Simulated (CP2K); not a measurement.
Two runs for the C K edge of 2-chloropyrrole. Run A: CP2K XAS_TDP, all-electron GAPW, PBEh(45%), aug-pc-1, TDA, no relativity. Run B differs in one setting.

First lines with a strength over 0.0015. A:

```tsv
atom	energy (eV)	states	strength, one atom
C2 (bonded to C, Cl and N)	283.67	1	0.0578
	284.30	1	0.0501
	288.00	1	0.0039
	288.44	1	0.0133
	288.92	1	0.0027
C3 (bonded to 2 C and H)	282.09	1	0.0502
	283.84	1	0.0099
	284.09	1	0.0044
	284.34	1	0.0025
	284.53	1	0.0026
C4 (bonded to 2 C and H)	281.99	1	0.0523
	283.76	1	0.0074
	284.05	1	0.0041
	284.42	1	0.0021
	285.57	1	0.0039
C5 (bonded to C, N and H)	282.42	1	0.0548
	284.40	1	0.0106
	285.29	1	0.0030
	285.97	2	0.0042
	286.31	1	0.0030
```

B:

```tsv
atom	energy (eV)	states	strength, one atom
C2 (bonded to C, Cl and N)	288.44	1	0.0569
	289.07	1	0.0493
	292.78	1	0.0038
	293.21	1	0.0131
	293.69	1	0.0027
C3 (bonded to 2 C and H)	287.43	1	0.0492
	289.17	1	0.0097
	289.42	1	0.0043
	289.68	1	0.0024
	289.86	1	0.0025
C4 (bonded to 2 C and H)	287.43	1	0.0513
	289.20	1	0.0072
	289.48	1	0.0040
	289.85	1	0.0021
	291.00	1	0.0038
C5 (bonded to C, N and H)	287.75	1	0.0538
	289.72	1	0.0104
	290.62	1	0.0030
	291.30	2	0.0041
	291.63	1	0.0029
```

Question: Which was it: scalar relativity switched on, the functional, the basis, GW2X switched on?

GW2X switched on. GW2X shifts an atom's lines together and keeps their spacings. Against PBEh(45%) in aug-pc-1, the leading lines move by +4.77 eV (C2, to 288.44), +5.34 eV (C3, to 287.43), +5.44 eV (C4, to 287.43) and +5.33 eV (C5, to 287.75).

[Banner, clock and machine lines of the logs are left out without a mark of their own.]

[Logs are printed without paths, hosts, clocks, repeated set-up lines and the standing remarks that a program may print on its own settings, such as how far it seeks lower states.]

[Hosts, paths, dates, database ids (printed as entryN), source tags and the programs' standing remarks are cut or masked in the printed files.]
